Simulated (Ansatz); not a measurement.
# Direct or indirect: C (Fd-3m)

```
C
1.0
     0.00000    1.78337    1.78337
     1.78337    0.00000    1.78337
     1.78337    1.78337    0.00000
C
2
Direct
  0.75000 0.75000 0.75000
  0.50000 0.50000 0.50000
```

Method: Ansatz, PBE, independent particles, without spin-orbit coupling, line width 0.15 eV (Gaussian). The band structure gives a fundamental gap of 4.18 eV. The spectrum of vertical transitions near the edge:

```json
{"E (eV)": "3.72", "Im ε, E ∥ xyz": "0.00"}
{"E (eV)": "3.84", "Im ε, E ∥ xyz": "0.00"}
{"E (eV)": "3.96", "Im ε, E ∥ xyz": "0.00"}
{"E (eV)": "4.08", "Im ε, E ∥ xyz": "0.00"}
{"E (eV)": "4.20", "Im ε, E ∥ xyz": "0.00"}
{"E (eV)": "4.32", "Im ε, E ∥ xyz": "0.00"}
{"E (eV)": "4.44", "Im ε, E ∥ xyz": "0.00"}
{"E (eV)": "4.56", "Im ε, E ∥ xyz": "0.00"}
{"E (eV)": "4.68", "Im ε, E ∥ xyz": "0.00"}
{"E (eV)": "4.80", "Im ε, E ∥ xyz": "0.00"}
{"E (eV)": "4.92", "Im ε, E ∥ xyz": "0.00"}
{"E (eV)": "5.04", "Im ε, E ∥ xyz": "0.00"}
{"E (eV)": "5.16", "Im ε, E ∥ xyz": "0.00"}
{"E (eV)": "5.28", "Im ε, E ∥ xyz": "0.00"}
{"E (eV)": "5.40", "Im ε, E ∥ xyz": "0.02"}
{"E (eV)": "5.52", "Im ε, E ∥ xyz": "0.18"}
{"E (eV)": "5.64", "Im ε, E ∥ xyz": "0.63"}
{"E (eV)": "5.76", "Im ε, E ∥ xyz": "1.18"}
{"E (eV)": "5.88", "Im ε, E ∥ xyz": "1.59"}
{"E (eV)": "6.00", "Im ε, E ∥ xyz": "1.88"}
{"E (eV)": "6.12", "Im ε, E ∥ xyz": "2.10"}
{"E (eV)": "6.24", "Im ε, E ∥ xyz": "2.29"}
{"E (eV)": "6.36", "Im ε, E ∥ xyz": "2.45"}
{"E (eV)": "6.48", "Im ε, E ∥ xyz": "2.60"}
{"E (eV)": "6.60", "Im ε, E ∥ xyz": "2.73"}
{"E (eV)": "6.72", "Im ε, E ∥ xyz": "2.85"}
{"E (eV)": "6.84", "Im ε, E ∥ xyz": "2.96"}
```

**Question.** Is the gap direct or indirect, and about where do vertical transitions set in?

**Answer.** Indirect, by the band path, whose least direct gap is 5.59 eV. The curves fit this: they stay near zero above 4.18 eV and rise only from about 5.6 eV, though a forbidden direct transition would look alike. Lines are broadened by 0.15 eV, which spreads the edge, and phonons, which would give weak absorption from the fundamental gap up, are left out.

[Logs are printed without paths, hosts, clocks, repeated set-up lines and the standing remarks that a program may print on its own settings, such as how far it seeks lower states.]
